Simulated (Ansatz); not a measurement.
# Decaying states in the gap of H3SeI

Wanted: the relaxed cell of H3SeI, its band edges and its decay constants. It is built by putting Se for O, I for Cl in the H3ClO structure of space group R3m, with the volume rescaled by atomic radii. The parent structure comes from the Materials Project.

Method: PBE DFT, plane waves, PAW files, in the first sound run; inputs show where later runs differ, in Ansatz 0.2.0.

This is a report of a sequence of runs, with most program output left out.

The structure was built from a prototype and need not be the compound's stable phase.

## (1) Starting point

The structure is trigonal, space group R3m (No. 160). Conventional cell: a = 5.864 Å, b = 5.864 Å, c = 12.815 Å, α = 90.00°, β = 90.00°, γ = 120.00°. Nearest to H lie 1 Se at 1.26 Å. I has 3 H at 2.35 Å nearest. Se has 3 H at 1.26 Å nearest. It derives from H3ClO. Se for O, I for Cl in the H3ClO structure of space group R3m. Farther neighbours and most contacts between anions are not listed.

## (2) Relaxing the new crystal

The substituted atoms don't fit the parent's cell, so cell and atoms relax together. A small smearing keeps the run stable in case the gap closes on the way.

The input, input.yaml:

```yaml
crystal:
  lattice:
    - [2.9321427526, 1.6928734075, 4.2716439668]
    - [-2.9321427526, 1.6928734075, 4.2716439668]
    - [0.0, -3.3857468151, 4.2716439668]
  atoms:
    - { symbol: H, position: [0.64836696, 0.29676641, 0.29676641] }
    - { symbol: H, position: [0.29676641, 0.64836696, 0.29676641] }
    - { symbol: H, position: [0.29676641, 0.29676641, 0.64836696] }
    - { symbol: I, position: [0.01531504, 0.01531504, 0.01531504] }
    - { symbol: Se, position: [0.44678618, 0.44678618, 0.44678618] }
kpoints:
  mp_grid: { grid: [6, 6, 6] }
scf:
  occupations: { method: gaussian, width: 0.03 }
hamiltonian:
  xc: pbe
output:
  forces: true
  stress: true
relax:
  f_tol: 0.02
  max_steps: 60
  cell: {}
```

Started as:

```
ansatz run input.yaml --threads 2 --pin off --max-ram 4096MiB --backend cpu --events-out ev --progress --plain --runs-dir out
```

Elapsed: 38 s, on 2 threads of Arm Neoverse V2, shared host; peak memory 0.41 GiB.

The steps of the relaxation:

| step | energy less that of the first step (eV) | largest force component (eV/Å) | pressure (GPa) | volume (Å³) |
| --- | --- | --- | --- | --- |
| 1 | 0.0000 | 10.3046 | 14.84 | 127.22 |
| 2 | -2.6271 | 4.6814 | 4.39 | 135.31 |
| 3 | -3.2134 | 0.3960 | 0.04 | 136.96 |
| 4 | -3.2554 | 0.2376 | -0.17 | 133.21 |
| 5 | -3.2802 | 0.0453 | -0.29 | 126.89 |
| 6 | -3.2850 | 0.0721 | -0.21 | 123.96 |
| 7 | -3.2879 | 0.0672 | -0.11 | 121.48 |
| 8 | -3.2886 | 0.0246 | -0.01 | 120.93 |
| 9 | -3.2885 | 0.0101 | -0.03 | 121.38 |
| 10* | -3.2867 | 0.0093 | -0.06 | 121.38 |
| 11 | -3.2870 | 0.0309 | 0.04 | 120.73 |
| 12 | -3.2872 | 0.0068 | -0.01 | 120.37 |
| 13* | -3.2868 | 0.0066 | -0.01 | 120.37 |

Relaxation steps marked * repeat the geometry before them on a plane-wave basis chosen anew for their cell, so energy and pressure can jump there.

Forces are held to the 6 operations that the run works with; a distortion that breaks them can't arise in this run.

| conventional cell, symmetrised | before | after | change |
| --- | --- | --- | --- |
| a (Å) | 5.864 | 5.732 | -2.3 % |
| b (Å) | 5.864 | 5.732 | -2.3 % |
| c (Å) | 12.815 | 12.692 | -1.0 % |
| volume (Å³/atom) | 25.44 | 24.07 | -5.4 % |

The atoms that moved most (Å, as changes of fractional coordinates times the final cell):

| atom | dx | dy | dz | length |
| --- | --- | --- | --- | --- |
| I4 | 0.000 | 0.000 | -0.459 | 0.459 |
| Se5 | 0.000 | 0.000 | 0.453 | 0.453 |
| H3 | 0.000 | -0.121 | 0.002 | 0.121 |
| H1 | 0.105 | 0.061 | 0.002 | 0.121 |
| H2 | -0.105 | 0.061 | 0.002 | 0.121 |

The relaxed structure:

```cif
data_structure
_symmetry_space_group_name_H-M 'P 1'
_symmetry_Int_Tables_number 1
_cell_length_a 5.3712
_cell_length_b 5.3712
_cell_length_c 5.3712
_cell_angle_alpha 64.491
_cell_angle_beta 64.491
_cell_angle_gamma 64.491
_cell_volume 120.37
loop_
_atom_site_label
_atom_site_type_symbol
_atom_site_fract_x
_atom_site_fract_y
_atom_site_fract_z
_atom_site_occupancy
H1 H 0.67295 0.28472 0.28472 1
H2 H 0.28472 0.67295 0.28472 1
H3 H 0.28472 0.28472 0.67295 1
I4 I 0.97915 0.97915 0.97915 1
Se5 Se 0.48246 0.48246 0.48246 1
```

This step gave:

- free energy: -13029.7517 eV
- Fermi energy: 3.022 eV
- pressure: -0.005694 GPa

The largest force component on a free atom ends at 0.0066 eV/Å.

## (3) Band edges

The energy window and the wavevectors of the next steps follow from the band edges, so these are searched first, off the mesh as well.

The input, input.yaml:

```yaml
crystal:
  lattice:
    - [2.8658150672, 1.6545791005, 4.2307721737]
    - [-2.8658150672, 1.6545791005, 4.2307721737]
    - [0.0, -3.3091582011, 4.2307721737]
  atoms:
    - { symbol: H, position: [0.6729476162, 0.2847195979, 0.2847195979] }
    - { symbol: H, position: [0.2847195979, 0.6729476162, 0.2847195979] }
    - { symbol: H, position: [0.2847195979, 0.2847195979, 0.6729476162] }
    - { symbol: I, position: [-0.0208457733, -0.0208457733, -0.0208457733] }
    - { symbol: Se, position: [0.4824599613, 0.4824599613, 0.4824599613] }
kpoints:
  mp_grid: { grid: [6, 6, 6] }
  band_path: { path: [VBM, CBM], npoints: 30 }
scf:
  occupations: { method: fixed }
hamiltonian:
  xc: pbe
output:
  eigenvalues: true
  write_potential: true
  write_density: true
  volumetric_format: npy
```

Elapsed: 14 s, on 2 threads; peak memory 0.36 GiB.

Numbers from this step:

```yaml
fermi_energy: 1.137 eV
gap_on_the_k_mesh: 3.770 eV
gap_on_path: 3.770 eV, by band count; negative where bands overlap
direct_gap_on_path: 3.884 eV
edge_places_on_path: 0, 0.8109 1/A along the path
```

Electronic bands along the path, in eV, zero at the Fermi level (highest filled level under fixed occupations); v1 is the highest filled band, c1 the lowest empty one:

| point | v4 | v3 | v2 | v1 | c1 | c2 | c3 | c4 |
| --- | --- | --- | --- | --- | --- | --- | --- | --- |
| VBM | -3.94 | -0.20 | -0.16 | 0.00 | 3.88 | 4.07 | 4.86 | 5.06 |
| halfway | -3.65 | -0.89 | -0.20 | -0.17 | 3.81 | 4.05 | 5.54 | 5.81 |
| CBM | -3.55 | -0.28 | -0.23 | -0.21 | 3.77 | 3.80 | 3.91 | 6.05 |

The searched edges give 3.77 eV, as on the mesh.

## (4) Complex bands, plane (001)

This step: PBE DFT, plane waves, PAW files; complex bands by layer matching along the plane's normal (Ansatz 0.2.0).

The same crystal is laid in a cell whose first two vectors span the (001) plane (indices of the standard conventional cell, whose axes can be ordered otherwise than in the bulk input). At fixed energy and wavevector in the plane the solver finds all kz, real and complex. A few wavevectors are listed, (0, 0) and (0, -0.0417) in units of the plane's reciprocal vectors; the slowest state needn't be among them.

The input, input.yaml:

```yaml
crystal:
  lattice:
    - [5.731630134, 0.0, 0.0]
    - [2.865815067, 4.963737302, 0.0]
    - [2.865815067, 1.654579101, 4.230772174]
  atoms:
    - { symbol: H, position: [0.7152804021, 0.7152804021, 0.242386812] }
    - { symbol: H, position: [0.3270523838, 0.7152804021, 0.242386812] }
    - { symbol: H, position: [0.7152804021, 0.3270523838, 0.242386812] }
    - { symbol: I, position: [0.0208457733, 0.0208457733, 0.9374626801] }
    - { symbol: Se, position: [0.5175400387, 0.5175400387, 0.4473798839] }
kpoints:
  mp_grid: { grid: [6, 6, 6] }
scf:
  occupations: { method: fixed }
hamiltonian:
  xc: pbe
output:
  eigenvalues: true
  transmission:
    leads: [[0, 0]]
    kpoints: [[0.0, 0.0], [0.0, -0.0417]]
    e_range: [-1.0, 4.77]
    de: 0.1
```

Run time: 35 s. Hardware: 2 threads; peak memory 0.78 GiB; 69 s of CPU time.

Numbers from this step:

| Quantity | Value |
| --- | --- |
| level to which the leads are filled | 1.885 eV from the Fermi level |
| decay constant at the filling level, zone centre | 0.3299 Å⁻¹ |
| decay constant at the filling level, slowest listed point | 0.3299 Å⁻¹ |

K parallel (0, 0); values up to 1.5 1/Å, a degenerate pair printed once or twice; energies at which all values exceed this have no row. Im kz of the slowest decaying states against energy, zero at the highest filled level on the SCF mesh:

| energy (eV) | decay 1 (Å⁻¹) | decay 2 (Å⁻¹) | decay 3 (Å⁻¹) | decay 4 (Å⁻¹) |
| --- | --- | --- | --- | --- |
| -1.000 | 0.185 | 0.833 | 1.07 | - |
| -0.500 | 0.823 | 1.04 | - | - |
| 0.000 | 0.181 | 0.227 | 0.809 | 1.00 |
| 0.500 | 0.288 | 0.348 | 0.790 | 0.967 |
| 1.000 | 0.327 | 0.393 | 0.768 | 0.928 |
| 1.500 | 0.337 | 0.404 | 0.743 | 0.884 |
| 2.000 | 0.326 | 0.393 | 0.714 | 0.838 |
| 2.500 | 0.298 | 0.359 | 0.682 | 0.787 |
| 3.000 | 0.250 | 0.299 | 0.645 | 0.732 |
| 3.500 | 0.165 | 0.189 | 0.604 | 0.671 |
| 4.000 | 0.558 | 0.604 | 1.43 | - |
| 4.500 | 0.504 | 0.527 | 1.39 | - |

K parallel (0, -0.0417); values up to 1.5 1/Å, a degenerate pair printed once or twice; energies at which all values exceed this have no row. The Im kz of the slowest decaying states by energy, zero at the highest filled level on the SCF mesh:

| energy (eV) | decay 1 (Å⁻¹) | decay 2 (Å⁻¹) | decay 3 (Å⁻¹) | decay 4 (Å⁻¹) |
| --- | --- | --- | --- | --- |
| -1.000 | 0.183 | 0.188 | 0.834 | 0.834 |
| -0.500 | 0.824 | 0.824 | 1.04 | 1.04 |
| 0.000 | 0.196 | 0.211 | 0.227 | 0.809 |
| 0.500 | 0.306 | 0.330 | 0.348 | 0.790 |
| 1.000 | 0.347 | 0.374 | 0.393 | 0.768 |
| 1.500 | 0.356 | 0.386 | 0.405 | 0.742 |
| 2.000 | 0.346 | 0.376 | 0.393 | 0.713 |
| 2.500 | 0.316 | 0.344 | 0.359 | 0.681 |
| 3.000 | 0.265 | 0.287 | 0.299 | 0.644 |
| 3.500 | 0.174 | 0.183 | 0.188 | 0.603 |
| 4.000 | 0.556 | 0.557 | 0.607 | 0.611 |
| 4.500 | 0.502 | 0.503 | 0.531 | 0.534 |

At the listed wavevectors the last open channel is at -0.30 eV and the next at +3.80 eV on the grid. At +1.90 eV, the grid energy nearest the filling level (the middle of the gap on the SCF mesh), the slowest state at the listed wavevectors decays with κ = 0.330 Å⁻¹, its amplitude falling by e over 3.0 Å. Through 1 nm of this crystal that state's transmission falls by exp(−2 × 0.330 Å⁻¹ × 10 Å) = 0.0014.

## (5) Complex bands, plane (101)

The same for the (101) plane, at (0, 0), (-0.0417, 0) and (-0.5, 0), to see how the decay depends on direction.

The input, input.yaml:

```yaml
crystal:
  lattice:
    - [5.371215988, 0.0, 0.0]
    - [2.313101766, 4.847630494, 0.0]
    - [2.313101766, 1.459213819, 4.622793142]
  atoms:
    - { symbol: H, position: [0.2847195979, 0.2847195979, 0.6729476162] }
    - { symbol: H, position: [0.6729476162, 0.2847195979, 0.2847195979] }
    - { symbol: H, position: [0.2847195979, 0.6729476162, 0.2847195979] }
    - { symbol: I, position: [0.9791542267, 0.9791542267, 0.9791542267] }
    - { symbol: Se, position: [0.4824599613, 0.4824599613, 0.4824599613] }
kpoints:
  mp_grid: { grid: [6, 6, 6] }
scf:
  occupations: { method: fixed }
hamiltonian:
  xc: pbe
output:
  eigenvalues: true
  transmission:
    leads: [[0, 0]]
    kpoints: [[0.0, 0.0], [-0.0417, 0.0], [-0.5, 0.0]]
    e_range: [-1.0, 4.77]
    de: 0.12
```

The job ended after 34 s (2 threads; peak memory 0.66 GiB; 66 s of CPU time).

This step gave:

```yaml
decay_constant_at_the_filling_level_zone_centre: 0.3265 Å⁻¹
decay_constant_at_the_filling_level_slowest_listed_point: 0.3265 Å⁻¹
```

K parallel (0, 0); values up to 1.5 1/Å, a degenerate pair printed once or twice; energies at which all values exceed this have no row. Table of Im kz of the slowest decaying states by energy, zero at the highest filled level on the SCF mesh:

| energy (eV) | decay 1 (Å⁻¹) | decay 2 (Å⁻¹) | decay 3 (Å⁻¹) | decay 4 (Å⁻¹) |
| --- | --- | --- | --- | --- |
| -1.00 | 0.256 | 0.332 | 0.998 | 0.999 |
| -0.76 | 0.157 | 0.982 | 0.993 | 1.12 |
| -0.40 | 0.959 | 0.981 | 1.10 | - |
| -0.16 | 0.114 | 0.132 | 0.943 | 0.971 |
| -0.04 | 0.173 | 0.208 | 0.213 | 0.935 |
| 0.20 | 0.238 | 0.288 | 0.309 | 0.919 |
| 0.44 | 0.277 | 0.334 | 0.362 | 0.903 |
| 0.68 | 0.302 | 0.363 | 0.394 | 0.886 |
| 1.04 | 0.324 | 0.386 | 0.421 | 0.861 |
| 1.28 | 0.330 | 0.393 | 0.428 | 0.843 |
| 1.64 | 0.331 | 0.393 | 0.428 | 0.816 |
| 1.88 | 0.327 | 0.386 | 0.421 | 0.797 |
| 2.12 | 0.318 | 0.375 | 0.409 | 0.778 |
| 2.48 | 0.297 | 0.350 | 0.381 | 0.748 |
| 2.72 | 0.278 | 0.326 | 0.355 | 0.727 |
| 3.08 | 0.239 | 0.276 | 0.300 | 0.694 |
| 3.32 | 0.204 | 0.230 | 0.247 | 0.672 |
| 3.56 | 0.161 | 0.162 | 0.648 | 0.693 |
| 3.92 | 0.611 | 0.641 | 0.654 | - |
| 4.16 | 0.584 | 0.605 | 0.624 | 1.49 |
| 4.52 | 0.543 | 0.545 | 0.576 | 1.46 |
| 4.76 | 0.501 | 0.514 | 0.540 | 1.44 |

K parallel (-0.0417, 0); values up to 1.5 1/Å, a degenerate pair printed once or twice; energies at which all values exceed this have no row. Im kz of the slowest decaying states against energy, zero at the highest filled level on the SCF mesh:

| energy (eV) | decay 1 (Å⁻¹) | decay 2 (Å⁻¹) | decay 3 (Å⁻¹) | decay 4 (Å⁻¹) |
| --- | --- | --- | --- | --- |
| -1.00 | 0.253 | 0.323 | 0.987 | 1.00 |
| -0.76 | 0.150 | 0.972 | 0.996 | 0.996 |
| -0.40 | 0.949 | 0.972 | 0.984 | 1.10 |
| -0.16 | 0.114 | 0.119 | 0.122 | 0.934 |
| -0.04 | 0.190 | 0.191 | 0.211 | 0.926 |
| 0.20 | 0.259 | 0.270 | 0.306 | 0.910 |
| 0.44 | 0.300 | 0.315 | 0.357 | 0.894 |
| 0.68 | 0.326 | 0.344 | 0.389 | 0.877 |
| 1.04 | 0.347 | 0.368 | 0.415 | 0.852 |
| 1.28 | 0.354 | 0.376 | 0.423 | 0.834 |
| 1.64 | 0.354 | 0.376 | 0.423 | 0.807 |
| 1.88 | 0.349 | 0.371 | 0.416 | 0.788 |
| 2.12 | 0.339 | 0.361 | 0.404 | 0.768 |
| 2.48 | 0.317 | 0.337 | 0.376 | 0.738 |
| 2.72 | 0.297 | 0.314 | 0.350 | 0.717 |
| 3.08 | 0.255 | 0.268 | 0.296 | 0.684 |
| 3.32 | 0.216 | 0.224 | 0.244 | 0.661 |
| 3.56 | 0.159 | 0.161 | 0.170 | 0.636 |
| 3.92 | 0.598 | 0.618 | 0.651 | 0.657 |
| 4.16 | 0.572 | 0.592 | 0.615 | 0.628 |
| 4.52 | 0.529 | 0.550 | 0.556 | 0.580 |
| 4.76 | 0.499 | 0.513 | 0.521 | 0.545 |

K parallel (-0.5, 0); values up to 1.5 1/Å, a degenerate pair printed once or twice; energies at which all values exceed this have no row. Table of Im kz of the slowest decaying states by energy, zero at the highest filled level on the SCF mesh:

| energy (eV) | decay 1 (Å⁻¹) | decay 2 (Å⁻¹) | decay 3 (Å⁻¹) | decay 4 (Å⁻¹) |
| --- | --- | --- | --- | --- |
| -1.00 | 0.197 | 0.309 | 0.933 | 1.28 |
| -0.76 | 0.146 | 0.915 | 1.25 | 1.48 |
| -0.52 | 0.896 | 1.23 | 1.46 | - |
| -0.28 | 0.877 | 1.21 | 1.44 | - |
| -0.04 | 0.135 | 0.211 | 0.857 | 1.19 |
| 0.20 | 0.215 | 0.317 | 0.836 | 1.16 |
| 0.44 | 0.282 | 0.378 | 0.814 | 1.14 |
| 0.56 | 0.306 | 0.400 | 0.803 | 1.13 |
| 0.80 | 0.343 | 0.433 | 0.779 | 1.11 |
| 1.04 | 0.369 | 0.455 | 0.755 | 1.09 |
| 1.28 | 0.387 | 0.469 | 0.730 | 1.06 |
| 1.52 | 0.399 | 0.476 | 0.703 | 1.04 |
| 1.76 | 0.406 | 0.478 | 0.675 | 1.02 |
| 2.00 | 0.409 | 0.474 | 0.645 | 0.998 |
| 2.24 | 0.407 | 0.464 | 0.614 | 0.976 |
| 2.48 | 0.395 | 0.407 | 0.449 | 0.582 |
| 2.72 | 0.379 | 0.403 | 0.426 | 0.549 |
| 2.96 | 0.358 | 0.394 | 0.516 | 0.909 |
| 3.20 | 0.330 | 0.353 | 0.376 | 0.483 |
| 3.32 | 0.314 | 0.324 | 0.368 | 0.467 |
| 3.56 | 0.260 | 0.348 | 0.434 | 0.851 |
| 3.80 | 0.133 | 0.200 | 0.322 | 0.400 |
| 4.04 | 0.0692 | 0.291 | 0.363 | 0.803 |
| 4.28 | 0.251 | 0.321 | 0.778 | 1.03 |
| 4.52 | 0.197 | 0.270 | 0.752 | 1.00 |
| 4.76 | 0.108 | 0.204 | 0.726 | 0.975 |

At the listed wavevectors the last open channel is at -0.04 eV and the next at +3.80 eV on the grid. At +1.88 eV, the grid energy nearest the filling level (the middle of the gap on the SCF mesh), the slowest state at the listed wavevectors decays with κ = 0.327 Å⁻¹, its amplitude falling by e over 3.1 Å; the first such run, plane (001), gave 0.330 Å⁻¹.

## (6) Band edges at another level, cutoff 1170.09 eV

This step: PBE DFT, plane waves, norm-conserving files (Ansatz 0.2.0).

The edges again with norm-conserving files, at the same atoms. Against that run the cutoff is 1170 eV against 420.

The input, input.yaml:

```yaml
crystal:
  lattice:
    - [2.8658150672, 1.6545791005, 4.2307721737]
    - [-2.8658150672, 1.6545791005, 4.2307721737]
    - [0.0, -3.3091582011, 4.2307721737]
  atoms:
    - { symbol: H, position: [0.6729476162, 0.2847195979, 0.2847195979] }
    - { symbol: H, position: [0.2847195979, 0.6729476162, 0.2847195979] }
    - { symbol: H, position: [0.2847195979, 0.2847195979, 0.6729476162] }
    - { symbol: I, position: [-0.0208457733, -0.0208457733, -0.0208457733] }
    - { symbol: Se, position: [0.4824599613, 0.4824599613, 0.4824599613] }
kpoints:
  mp_grid: { grid: [6, 6, 6] }
  band_path: { path: [VBM, CBM], npoints: 30 }
scf:
  occupations: { method: fixed }
hamiltonian:
  xc: pbe
  pseudopotentials: { kind: nc }
output:
  eigenvalues: true
```

The job ended after 49 s (2 threads; peak memory 0.59 GiB; 97 s of CPU time).

This step gave:

* free energy: -3698.6563 eV
* Fermi energy: 0.5805 eV
* gap on the k-mesh: 3.763 eV
* gap on path: 3.763 eV, by band count; negative where bands overlap
* direct gap on path: 3.876 eV
* edge places on path: 0, 0.8122 1/A along the path

Electronic bands along the path, in eV, zero at the Fermi level (highest filled level under fixed occupations); v1 is the highest filled band, c1 the lowest empty one:

| point | v4 | v3 | v2 | v1 | c1 | c2 | c3 | c4 |
| --- | --- | --- | --- | --- | --- | --- | --- | --- |
| VBM | -3.92 | -0.20 | -0.16 | 0.00 | 3.88 | 4.06 | 4.84 | 5.06 |
| halfway | -3.63 | -0.89 | -0.21 | -0.17 | 3.80 | 4.04 | 5.54 | 5.79 |
| CBM | -3.53 | -0.30 | -0.23 | -0.21 | 3.76 | 3.79 | 3.92 | 6.04 |

The searched edges give 3.76 eV, as on the mesh.

[end of part 1 of 2]

[Logs are printed without paths, hosts, clocks, repeated set-up lines and the standing remarks that a program may print on its own settings, such as how far it seeks lower states.]

[Hosts, paths, dates, database ids (printed as entryN), source tags and the programs' standing remarks are cut or masked in the printed files.]
